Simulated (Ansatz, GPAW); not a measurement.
**Ballistic transport through hexatriene-1,6-dithiol between two Ni chains, from relaxation to T(E)**

Aim: the conductance of hexatriene-1,6-dithiol between two Ni chains after relaxation, and whether geometry, basis or functional moves it most.

Program: GPAW 26.7.0 and Ansatz 0.2.0. Level of theory: Ansatz plane waves; relaxation of the junction with the lead ends held, in the first sound run; inputs show where later runs differ. Results are calculated unless marked as measured.

## Step 1: Starting point

The cell holds 30 atoms: 16 Ni, 2 S, 6 C and 6 H. Its edges and angles: a = 12.086 Å, b = 9.000 Å, c = 42.781 Å, α = 90.0°, β = 90.0°, γ = 90.0°. Regions: left lead, 8 atoms (8 Ni); channel, 14 atoms (2 S, 6 C and 6 H); right lead, 8 atoms (8 Ni). Vacuum lies along a and b. The structure is stacked along c, and the current runs across the ab planes.

## Step 2: Relaxation

Transmission follows bond lengths closely, so the atoms between the held lead ends are relaxed first, from a slightly shaken start that lets symmetry break.

Input file input.yaml:

```yaml
crystal:
  lattice:
    - [12.086046068, 0.0, 0.0]
    - [0.0, 9.0, 0.0]
    - [0.0, 0.0, 42.7813647821]
  atoms:
    - { symbol: Ni, position: [0.5, 0.5, 0.0252446364], spin: 1.0 }
    - { symbol: Ni, position: [0.5, 0.5, 0.0757339093], spin: 1.0 }
    - { symbol: Ni, position: [0.5, 0.5, 0.1262231822], spin: 1.0 }
    - { symbol: Ni, position: [0.5, 0.5, 0.176712455], spin: 1.0 }
    - { symbol: Ni, position: [0.5, 0.5, 0.2272017279], spin: 1.0 }
    - { symbol: Ni, position: [0.5, 0.5, 0.2776910008], spin: 1.0 }
    - { symbol: Ni, position: [0.5039085764, 0.5024776113, 0.3275001489], spin: 1.0 }
    - { symbol: Ni, position: [0.4994737623, 0.4990442336, 0.3803261689], spin: 1.0 }
    - { symbol: S, position: [0.3346614794, 0.5045836199, 0.4031825119] }
    - { symbol: C, position: [0.3491293179, 0.4999879606, 0.4437108168] }
    - { symbol: H, position: [0.5223122883, 0.500363741, 0.4461176577] }
    - { symbol: H, position: [0.269773635, 0.5041057798, 0.4574754628] }
    - { symbol: C, position: [0.4434053135, 0.4993737811, 0.4588957743] }
    - { symbol: C, position: [0.4473815999, 0.5010247552, 0.4920059621] }
    - { symbol: H, position: [0.6237673638, 0.4947360655, 0.4944089077] }
    - { symbol: H, position: [0.3754563985, 0.4982356929, 0.5047955844] }
    - { symbol: C, position: [0.5471086197, 0.4994931811, 0.5068137868] }
    - { symbol: C, position: [0.5550503062, 0.4964122825, 0.5413037879] }
    - { symbol: H, position: [0.7354252935, 0.5005485318, 0.5451888475] }
    - { symbol: H, position: [0.4771869532, 0.4962095411, 0.554139879] }
    - { symbol: C, position: [0.6536190802, 0.5012438347, 0.5568357517] }
    - { symbol: S, position: [0.6622129944, 0.5029482818, 0.5968413631] }
    - { symbol: Ni, position: [0.5017377704, 0.5014954649, 0.6215069653], spin: 1.0 }
    - { symbol: Ni, position: [0.5005488197, 0.4975907904, 0.6721991163], spin: 1.0 }
    - { symbol: Ni, position: [0.5, 0.5, 0.7223089992], spin: 1.0 }
    - { symbol: Ni, position: [0.5, 0.5, 0.7727982721], spin: 1.0 }
    - { symbol: Ni, position: [0.5, 0.5, 0.823287545], spin: 1.0 }
    - { symbol: Ni, position: [0.5, 0.5, 0.8737768178], spin: 1.0 }
    - { symbol: Ni, position: [0.5, 0.5, 0.9242660907], spin: 1.0 }
    - { symbol: Ni, position: [0.5, 0.5, 0.9747553636], spin: 1.0 }
magnetization:
  spin_polarized: true
kpoints:
  mp_grid: { grid: [1, 1, 2] }
hamiltonian:
  xc: pbe
scf:
  occupations: { method: fermi_dirac, width: 0.1 }
relax:
  f_tol: 0.03
  max_steps: 80
  constraints: [{ sites: [0, 1, 2, 3, 4, 5, 24, 25, 26, 27, 28, 29] }]
```

Command:

```console
ansatz run input.yaml --threads 4 --pin off --max-ram 8192MiB --backend cpu --events-out ev --progress --plain --runs-dir out
```

Numbers of over 12 decimals in the logs are rounded to 6 here.

Log:

```text
Engine: ansatz 0.2.0, aarch64-unknown-linux-gnu
Pseudopotentials: kind: paw
Pseudopotential: Ni, paw, valence charge 18, recommended cutoff 420 eV (normal), Ni.paw.azcp
Pseudopotential: S, paw, valence charge 6, recommended cutoff 420 eV (normal), S.paw.azcp
Pseudopotential: C, paw, valence charge 4, recommended cutoff 420 eV (normal), C.paw.azcp
Pseudopotential: H, paw, valence charge 1, recommended cutoff 420 eV (normal), H.paw.azcp
Functional definition: PBE
  parameter kappa = 0.804
  parameter beta = 0.066725
  exchange = pbe_x(kappa = kappa, mu = beta*pi^2/3)
  correlation = pbe_c(beta = beta)
Crystal: 30 atoms, lattice volume = 4653.518 Å³
Basis set: ecut = 420 eV, 90925 PW (Γ), exchange–correlation on 162×128×576 points (8 copies of the dense FFT grid, shifted against one another)
Bands: 208, of which v1, the nominal top of the filled ones, is band 165 counted from 1 (164 counted from 0)
Symmetry: 1 space group operations
Space group: P1 (ITA 1), of the structure as read, at distance tolerance 1.7e-4 Å
Magnetic group: BNS 1.1 (UNI 1), of the structure as read, at distance tolerance 1.7e-4 Å
k-points: 2
Non-local potential: Ni, projectors of the file, l = 0: 3, l = 1: 2, l = 2: 3, l = 3: 1
Non-local potential: S, projectors of the file, l = 0: 2, l = 1: 2, l = 2: 2
Non-local potential: C, projectors of the file, l = 0: 2, l = 1: 2, l = 2: 1
Non-local potential: H, projectors of the file, l = 0: 2, l = 1: 1
PAW form: soft (Blöchl's): semilocal exchange-correlation on the pseudo side does not see the compensation charge
PAW one-centre angular grid: Ni, 590 points (default); XC on 64 Gauss nodes
PAW one-centre angular grid: S, 110 points (default); XC on 64 Gauss nodes
PAW one-centre angular grid: C, 110 points (default); XC on 64 Gauss nodes
PAW one-centre angular grid: H, 110 points (default); XC on 64 Gauss nodes
Initial density: superposition of atomic densities (neutral atoms: chi_scale 0, normalization atom)
Starting moments: Σ|m| = 16 μB on 16 of 30 sites
Initial wavefunctions: pseudopotential atomic-orbital guess
Functional: x = pbe(κ = 0.804, μ = 0.219515), c = pbe(β = 0.066725)
SCF iter   1: F=—  HF=-96783.450612 eV  |F-HF|=—  |Δ(HF+E_count)|=         —  Δρ=2.32e-2 (↑2.32e-2 ↓1.30e-2)  dr2=5.94e1  dr2_m=3.10e0  M=19.529 μB ∫|m|=19.831 μB  β_m=0.30  ethr=3.10e-3  ⟨swp⟩=7.0  Hψ=3550  notcnv=0  defer=63
Mixer restart at iter 1: flushing history
preconditioner: auto → LDOS  [metal: Δε(μ)=0.017 eV  Ē_g=5.276 eV  σ=0.100 eV  W_gap=0.04  n_scr=436 (ndim 8)  ℏωp=7.6 eV  f_vac=0.795  D(μ)=59.95/eV (n_scr^D=276)]
spin=Collinear: LDOS preconditioning applied to the charge; magnetization (m = ρ↑ − ρ↓) channel mixes plain (no charge-response kernel on spin).
SCF iter   2: F=—  HF=-96785.348629 eV  |F-HF|=—  |Δ(HF+E_count)|=    1.90e0  Δρ=1.25e-2 (↑1.25e-2 ↓8.20e-3)  dr2=1.47e1  dr2_m=2.02e0  M=20.155 μB ∫|m|=20.408 μB  β_m=0.46  ethr=3.10e-3  ⟨swp⟩=3.0  Hψ=1506  notcnv=0  defer=76
SCF iter   3: F=—  HF=-96793.211582 eV  |F-HF|=—  |Δ(HF+E_count)|=    7.86e0  Δρ=3.62e-3 (↑3.62e-3 ↓3.00e-3)  dr2=1.21e0  dr2_m=1.65e-1  M=19.628 μB ∫|m|=20.136 μB  β_m=0.54  ethr=3.10e-3  ⟨swp⟩=3.5  Hψ=1532  notcnv=0  defer=65
SCF iter   4: F=—  HF=-96795.857613 eV  |F-HF|=—  |Δ(HF+E_count)|=    2.65e0  Δρ=1.73e-3 (↑1.24e-3 ↓1.73e-3)  dr2=2.34e-1  dr2_m=6.07e-2  M=18.970 μB ∫|m|=19.678 μB  β_m=0.65  ethr=3.65e-4  ⟨swp⟩=3.2  Hψ=1432  notcnv=0  defer=65
SCF iter   5: F=—  HF=-96796.233118 eV  |F-HF|=—  |Δ(HF+E_count)|=         —  Δρ=2.03e-3 (↑8.76e-4 ↓2.03e-3)  dr2=1.03e-1  dr2_m=7.87e-2  M=18.364 μB ∫|m|=19.083 μB  β_m=0.65  ethr=7.10e-5  ⟨swp⟩=2.2  Hψ=1383  notcnv=0  defer=65
SCF iter   6: F=—  HF=-96796.353733 eV  |F-HF|=—  |Δ(HF+E_count)|=         —  Δρ=1.13e-3 (↑4.58e-4 ↓1.13e-3)  dr2=2.59e-2  dr2_m=2.32e-2  M=18.229 μB ∫|m|=18.958 μB  β_m=0.65  ethr=3.12e-5  ⟨swp⟩=2.0  Hψ=1142  notcnv=0  defer=65
SCF iter   7: F=—  HF=-96796.390827 eV  |F-HF|=—  |Δ(HF+E_count)|=   3.71e-2  Δρ=6.77e-4 (↑2.78e-4 ↓6.77e-4)  dr2=8.11e-3  dr2_m=8.48e-3  M=18.129 μB ∫|m|=18.868 μB  β_m=0.83  ethr=7.85e-6  ⟨swp⟩=2.2  Hψ=1187  notcnv=0  defer=65
SCF iter   8: F=—  HF=-96796.407285 eV  |F-HF|=—  |Δ(HF+E_count)|=   1.65e-2  Δρ=5.03e-4 (↑2.17e-4 ↓5.03e-4)  dr2=1.34e-2  dr2_m=1.28e-3  M=18.038 μB ∫|m|=18.783 μB  β_m=0.64  ethr=2.46e-6  ⟨swp⟩=2.0  Hψ=1495  notcnv=0  defer=65
SCF iter   9: F=—  HF=-96796.405195 eV  |F-HF|=—  |Δ(HF+E_count)|=   2.09e-3  Δρ=5.12e-5 (↑3.40e-5 ↓5.12e-5)  dr2=1.59e-4  dr2_m=4.79e-5  M=18.019 μB ∫|m|=18.767 μB  β_m=0.73  ethr=2.46e-6  ⟨swp⟩=2.0  Hψ=1487  notcnv=0  defer=65
SCF iter  10: F=—  HF=-96796.405378 eV  |F-HF|=—  |Δ(HF+E_count)|=   1.82e-4  Δρ=3.79e-5 (↑2.27e-5 ↓3.79e-5)  dr2=5.80e-5  dr2_m=2.18e-5  M=18.015 μB ∫|m|=18.762 μB  β_m=0.81  ethr=4.83e-8  ⟨swp⟩=2.0  Hψ=1425  notcnv=0  defer=65
SCF iter  11: F=—  HF=-96796.405436 eV  |F-HF|=—  |Δ(HF+E_count)|=   5.81e-5  Δρ=2.40e-5 (↑7.99e-6 ↓2.40e-5)  dr2=1.32e-5  dr2_m=7.09e-6  M=18.014 μB ∫|m|=18.761 μB  β_m=0.91  ethr=1.76e-8  ⟨swp⟩=2.0  Hψ=1385  notcnv=0  defer=65
SCF iter  12: F=—  HF=-96796.405452 eV  |F-HF|=—  |Δ(HF+E_count)|=   1.55e-5  Δρ=1.93e-5 (↑6.62e-6 ↓1.93e-5)  dr2=9.17e-6  dr2_m=3.58e-6  M=18.013 μB ∫|m|=18.761 μB  β_m=0.95  ethr=4.01e-9  ⟨swp⟩=2.0  Hψ=1454  notcnv=0  defer=65
SCF iter  13: F=—  HF=-96796.405460 eV  |F-HF|=—  |Δ(HF+E_count)|=   8.94e-6  Δρ=1.77e-5 (↑5.12e-6 ↓1.77e-5)  dr2=9.45e-6  dr2_m=2.64e-6  M=18.012 μB ∫|m|=18.760 μB  β_m=0.98  ethr=2.78e-9  ⟨swp⟩=2.0  Hψ=1512  notcnv=0  defer=65
SCF iter  14: F=—  HF=-96796.405465 eV  |F-HF|=—  |Δ(HF+E_count)|=   4.81e-6  Δρ=1.47e-5 (↑3.67e-6 ↓1.47e-5)  dr2=5.61e-6  dr2_m=2.14e-6  M=18.011 μB ∫|m|=18.760 μB  β_m=0.99  ethr=2.78e-9  ⟨swp⟩=2.0  Hψ=1508  notcnv=0  defer=65
SCF iter  15: F=—  HF=-96796.405478 eV  |F-HF|=—  |Δ(HF+E_count)|=   1.24e-5  Δρ=2.23e-5 (↑4.47e-6 ↓2.23e-5)  dr2=3.15e-5  dr2_m=5.13e-6  M=18.010 μB ∫|m|=18.759 μB  β_m=0.99  ethr=1.70e-9  ⟨swp⟩=2.0  Hψ=1510  notcnv=0  defer=65
SCF iter  16: F=—  HF=-96796.405483 eV  |F-HF|=—  |Δ(HF+E_count)|=   5.05e-6  Δρ=2.25e-5 (↑4.58e-6 ↓2.25e-5)  dr2=3.55e-5  dr2_m=4.30e-6  M=18.012 μB ∫|m|=18.760 μB  β_m=0.35  ethr=1.70e-9  ⟨swp⟩=2.0  Hψ=1510  notcnv=0  defer=65
SCF iter  17: F=-96796.405478 eV  HF=-96796.405486 eV  |F-HF|=7.09e-6  |Δ(HF+E_count)|=   2.87e-6  Δρ=1.13e-5 (↑1.66e-6 ↓1.13e-5)  dr2=9.45e-6  dr2_m=1.27e-6  M=18.010 μB ∫|m|=18.759 μB  ethr=1.70e-9  ⟨swp⟩=2.0  Hψ=2313  notcnv=0
SCF 1 converged in 17 iterations: F = -96796.405478 eV  dr2 = 9.45e-6
[...]
relax step  13: F+E_penalty+E_count = -96797.92286502 eV  Δ(F+E_penalty+E_count) = -1.388e-4 eV  max|allowed force component| = 5.403e-2 eV/Å  Δτ_max = 0.0353 Å  (11 SCF iters, accepted)
relax step  14: F+E_penalty+E_count = -96797.92333072 eV  Δ(F+E_penalty+E_count) = -4.657e-4 eV  max|allowed force component| = 1.428e-2 eV/Å  Δτ_max = 0.0161 Å  (7 SCF iters, dr2 threshold 1.92e-6 eV, accepted)
iter 1 solved again at ethr=3.94e-11 eV; its pass at ethr=3.10e-3 eV (dr2=1.30e-7 eV) is discarded
SCF iter   1: F=—  HF=-96797.923332 eV  |F-HF|=—  |Δ(HF+E_count)|=         —  Δρ=1.88e-6 (↑8.58e-7 ↓1.88e-6)  dr2=1.30e-7  dr2_m=3.72e-8  M=17.087 μB ∫|m|=18.137 μB  β_m=0.65  ethr=3.94e-11  ⟨swp⟩=1.0  Hψ=2193  notcnv=0  defer=41
preconditioner: auto → LDOS  [metal: Δε(μ)=0.010 eV  Ē_g=5.431 eV  σ=0.100 eV  W_gap=0.02  n_scr=184 (ndim 8)  ℏωp=7.7 eV  f_vac=0.821  D(μ)=46.16/eV (n_scr^D=184)]
spin=Collinear: LDOS preconditioning applied to the charge; magnetization (m = ρ↑ − ρ↓) channel mixes plain (no charge-response kernel on spin).
SCF iter   2: F=—  HF=-96797.923332 eV  |F-HF|=—  |Δ(HF+E_count)|=   1.20e-7  Δρ=1.47e-6 (↑7.07e-7 ↓1.47e-6)  dr2=6.48e-8  dr2_m=2.03e-8  M=17.087 μB ∫|m|=18.137 μB  β_m=0.50  ethr=3.93e-11  ⟨swp⟩=2.0  Hψ=1492  notcnv=0  defer=41
SCF iter   3: F=—  HF=-96797.923332 eV  |F-HF|=—  |Δ(HF+E_count)|=   8.99e-9  Δρ=1.77e-6 (↑2.22e-7 ↓1.77e-6)  dr2=1.24e-7  dr2_m=3.37e-8  M=17.087 μB ∫|m|=18.137 μB  β_m=0.75  ethr=1.96e-11  ⟨swp⟩=2.0  Hψ=1369  notcnv=0  defer=41
SCF iter   4: F=—  HF=-96797.923332 eV  |F-HF|=—  |Δ(HF+E_count)|=   3.77e-8  Δρ=1.69e-6 (↑2.20e-7 ↓1.69e-6)  dr2=1.29e-7  dr2_m=2.87e-8  M=17.087 μB ∫|m|=18.137 μB  β_m=0.87  ethr=1.96e-11  ⟨swp⟩=2.0  Hψ=1139  notcnv=0  defer=41
SCF iter   5: F=—  HF=-96797.923332 eV  |F-HF|=—  |Δ(HF+E_count)|=   5.22e-8  Δρ=1.33e-6 (↑3.17e-7 ↓1.33e-6)  dr2=1.20e-7  dr2_m=1.32e-8  M=17.086 μB ∫|m|=18.137 μB  β_m=0.94  ethr=1.96e-11  ⟨swp⟩=2.0  Hψ=1371  notcnv=0  defer=41
SCF iter   6: F=-96797.923332 eV  HF=-96797.923332 eV  |F-HF|=1.66e-8  |Δ(HF+E_count)|=   7.86e-9  Δρ=8.25e-7 (↑1.83e-7 ↓8.25e-7)  dr2=2.96e-8  dr2_m=5.96e-9  M=17.087 μB ∫|m|=18.137 μB  ethr=1.96e-11  ⟨swp⟩=2.0  Hψ=2532  notcnv=0
SCF 15 converged in 6 iterations: F = -96797.923332 eV  dr2 = 2.96e-8
relax step  15: F+E_penalty+E_count = -96797.92333216 eV  Δ(F+E_penalty+E_count) = -1.441e-6 eV  max|allowed force component| = 1.433e-2 eV/Å  Δτ_max = 0.0000 Å  (6 SCF iters, accepted)
SCF converged after 6 iterations
Magnetization: 17.0865 μB (173.5433 up, 156.4567 down)
Absolute magnetization: 18.1414 μB (∫|ρ↑−ρ↓|, with the PAW one-centre terms)
Spin contamination: 0.2776 ħ² per cell (⟨S²⟩ above its minimum at these occupations)
Per-site moments (μB) at R_I (Å): [(1.093106, 0.891000), (1.089159, 0.891000), (1.093787, 0.891000), (1.075236, 0.891000), (1.101713, 0.891000), (1.037983, 0.891000), (0.994991, 0.903137), (0.741698, 0.861785), (0.014285, 0.707620), (-0.00248657, 0.452425), (-0.000159831, 0.451203), (0.000971816, 0.452425), (0.00352836, 0.451203), (0.000390417, 0.451995), (7.258849723540656e-6, 0.451992), (7.276229027323756e-6, 0.451 [...]
Free energy (F): -96797.923332 eV
Harris-Foulkes:  -96797.923332 eV  (|F-HF|=1.66e-8)
Internal energy: -96796.436148 eV  (E = F + TS)
E sigma→0 (E₀):  -96797.179740 eV
Entropy (-TS):   -1.487185 eV (-49.573 meV/atom)
Fermi energy:    -3.611862 eV
--- Per-component energies (eV) ---
  E_band       = -11080.807824
  E_kinetic    = 5321.277665
  E_local      = -168506.401739  (includes V_loc(G=0)·N_el)
  E_nonlocal   = 10543.234855
  E_hartree    = 76239.271579
  E_xc         = -1824.618930
  E_vxc        = -2255.023149  (∫ρ·V_xc dr)
  E_paw        = -27987.432545  (= ΣΔE_a)
  E_vpaw       = -8662.457580  (= ΣTr[D̂ρ^β])
  E_aug_tail   = 0.000357  (compensation charges beyond the density's cutoff)
  E_ewald      = 9418.232612
  E_smearing   = -1.487185  (= −TS)
  E_closure    = -0.000000  (closes the sum)
  Σ components = -96797.923332   (vs F -96797.923332, Δ=0.00e0)
--- Forces (eV/Å), atoms counted from 1 ---
  atom   1  Ni     0.00248975    -0.00211139     0.04436212
  atom   2  Ni    -0.00525944     0.00389104    -0.02336183
  atom   3  Ni     0.00270903    -0.00190457    -0.04893012
  atom   4  Ni     0.01683454    -0.01334367     0.10182323
  atom   5  Ni    -0.13718741     0.11232761     0.05486515
  atom   6  Ni     0.13229027    -0.11072769     0.51867790
  atom   7  Ni     0.00348328     0.00047814    -0.00402874
  atom   8  Ni    -0.00515653    -0.00764601     0.00988830
  atom   9  S      0.00839560     0.00534183    -0.00253540
  atom  10  C     -0.00333018    -0.00378033    -0.01432517
  atom  11  H     -0.00327110     0.00425157     0.00331337
  atom  12  H      0.00112105     0.00111340     0.00304660
  atom  13  C     -0.00034118     0.00042853     0.00303105
  atom  14  C      0.00073698    -0.00632984    -0.00146644
  atom  15  H     -0.00523219     0.00065147     0.00169927
  atom  16  H      0.00555957     0.00225130    -0.00163866
  atom  17  C     -0.00106573     0.00188046     0.00185877
  atom  18  C      0.00035804     0.00019643    -0.00286094
  atom  19  H     -0.00599750     0.00064017    -0.00071432
  atom  20  H      0.00380396    -0.00271298    -0.00371647
  atom  21  C      0.00687074     0.00094599     0.01215157
  atom  22  S     -0.00642786    -0.00494900     0.00067620
  atom  23  Ni     0.00398193     0.00702168    -0.00791178
  atom  24  Ni    -0.00404560     0.00004592     0.00435637
  atom  25  Ni    -0.13244651     0.11004910    -0.51938007
  atom  26  Ni     0.13798749    -0.11124825    -0.05510172
  atom  27  Ni    -0.01690716     0.01314913    -0.10171588
  atom  28  Ni    -0.00269685     0.00191628     0.04900206
  atom  29  Ni     0.00527541    -0.00387624     0.02324256
  atom  30  Ni    -0.00252556     0.00204107    -0.04431010
  max |Σ_I F_I| component: 8.89e-6 eV/Å
--- Relaxed structure (15 steps of the walk, 15 accepted, 0 SCFs on fresh bases) ---
  F+E_penalty+E_count = -96797.92333216 eV   max|allowed force component| = 1.433e-2 eV/Å
  atoms:
    - { symbol: Ni, position: [0.500000, 0.5, 0.025245] }
    - { symbol: Ni, position: [0.500000, 0.5, 0.075734] }
    - { symbol: Ni, position: [0.500000, 0.5, 0.1262231822] }
    - { symbol: Ni, position: [0.500000, 0.5, 0.176712455] }
    - { symbol: Ni, position: [0.500000, 0.5, 0.227202] }
    - { symbol: Ni, position: [0.500000, 0.5, 0.2776910008] }
    - { symbol: Ni, position: [0.407703, 0.598310, 0.316569] }
    - { symbol: Ni, position: [0.465745, 0.504223, 0.361069] }
    - { symbol: S, position: [0.353669, 0.473257, 0.397672] }
    - { symbol: C, position: [0.374833, 0.492928, 0.437105] }
    - { symbol: H, position: [0.549977, 0.488847, 0.446028] }
    - { symbol: H, position: [0.294585, 0.499265, 0.449001] }
    - { symbol: C, position: [0.467326, 0.495039, 0.456364] }
    - { symbol: C, position: [0.456826, 0.501670, 0.489268] }
    - { symbol: H, position: [0.627899, 0.493216, 0.501378] }
    - { symbol: H, position: [0.372510, 0.507820, 0.498592] }
    - { symbol: C, position: [0.543584, 0.499450, 0.510700] }
    - { symbol: C, position: [0.533062, 0.506027, 0.543604] }
    - { symbol: H, position: [0.705814, 0.501868, 0.550988] }
    - { symbol: H, position: [0.450398, 0.512127, 0.553935] }
    - { symbol: C, position: [0.625529, 0.508195, 0.562873] }
    - { symbol: S, position: [0.646588, 0.527887, 0.602311] }
    - { symbol: Ni, position: [0.534489, 0.496556, 0.638886] }
    - { symbol: Ni, position: [0.592724, 0.402711, 0.683393] }
    - { symbol: Ni, position: [0.500000, 0.5, 0.7223089992] }
    - { symbol: Ni, position: [0.500000, 0.5, 0.7727982721] }
    - { symbol: Ni, position: [0.500000, 0.5, 0.823287545] }
    - { symbol: Ni, position: [0.500000, 0.5, 0.8737768178] }
    - { symbol: Ni, position: [0.500000, 0.5, 0.9242660907] }
    - { symbol: Ni, position: [0.500000, 0.5, 0.9747553636] }
```

It took 54 min on 4 threads of Arm Neoverse N1, shared host; peak memory 6.7 GiB.

Relaxation path:

| step | energy less that of the first step (eV) | largest force component (eV/Å) |
| --- | --- | --- |
| 1 | 0.0000 | 3.3432 |
| 2 | -0.4916 | 1.7104 |
| 3 | -0.7172 | 0.7332 |
| 4 | -0.8558 | 0.3234 |
| 5 | -0.9904 | 0.3215 |
| 6 | -1.1253 | 0.3158 |
| 7 | -1.2627 | 0.2936 |
| 8 | -1.3827 | 0.2140 |
| 9 | -1.4694 | 0.1163 |
| 10 | -1.5130 | 0.0323 |
| 11 | -1.5160 | 0.0301 |
| 12 | -1.5172 | 0.0244 |
| 13 | -1.5174 | 0.0540 |
| 14 | -1.5179 | 0.0143 |
| 15 | -1.5179 | 0.0143 |

The atoms that moved most (Å):

| atom | dx | dy | dz | length |
| --- | --- | --- | --- | --- |
| Ni7 | -1.163 | 0.862 | -0.468 | 1.521 |
| Ni24 | 1.114 | -0.854 | 0.479 | 1.483 |
| Ni8 | -0.408 | 0.047 | -0.824 | 0.920 |
| Ni23 | 0.396 | -0.044 | 0.744 | 0.843 |
| H12 | 0.300 | -0.044 | -0.363 | 0.472 |
| H19 | -0.358 | 0.012 | 0.248 | 0.436 |
| S9 | 0.230 | -0.282 | -0.236 | 0.433 |
| C21 | -0.339 | 0.063 | 0.258 | 0.431 |

Numbers from this step:

* free energy: -96797.9233 eV
* smearing term TS: 1.487 eV
* magnetization: 17.09 μB
* absolute magnetization: 18.14 μB
* symmetry operations: 1

Site moment by element, in μB:

| element | atoms | mean | spread (r.m.s.) | least | largest |
| --- | --- | --- | --- | --- | --- |
| Ni | 16 | 1.03 | 0.11 | 0.74 | 1.10 |
| S | 2 | 0.01 | 0.00 | 0.01 | 0.01 |
| C | 6 | 0.00 | 0.00 | 0.00 | 0.00 |
| H | 6 | 0.00 | 0.00 | 0.00 | 0.00 |

The atoms farthest from the mean of their element:

| atom | x, y, z (Å) | site moment (μB) |
| --- | --- | --- |
| Ni23 | 6.46, 4.47, 27.33 | 0.74 |
| Ni8 | 5.63, 4.54, 15.45 | 0.74 |
| Ni5 | 6.04, 4.50, 9.72 | 1.10 |
| Ni26 | 6.04, 4.50, 33.06 | 1.10 |
| Ni28 | 6.04, 4.50, 37.38 | 1.09 |
| Ni3 | 6.04, 4.50, 5.40 | 1.09 |
| Ni1 | 6.04, 4.50, 1.08 | 1.09 |
| Ni30 | 6.04, 4.50, 41.70 | 1.09 |

The relaxation lowered the energy of the cell by 1.52 eV.

(Continued in part 2 of 4.)

[Logs are printed without paths, hosts, clocks, repeated set-up lines and the standing remarks that a program may print on its own settings, such as how far it seeks lower states.]

[Hosts, paths, dates, database ids (printed as entryN), source tags and the programs' standing remarks are cut or masked in the printed files.]
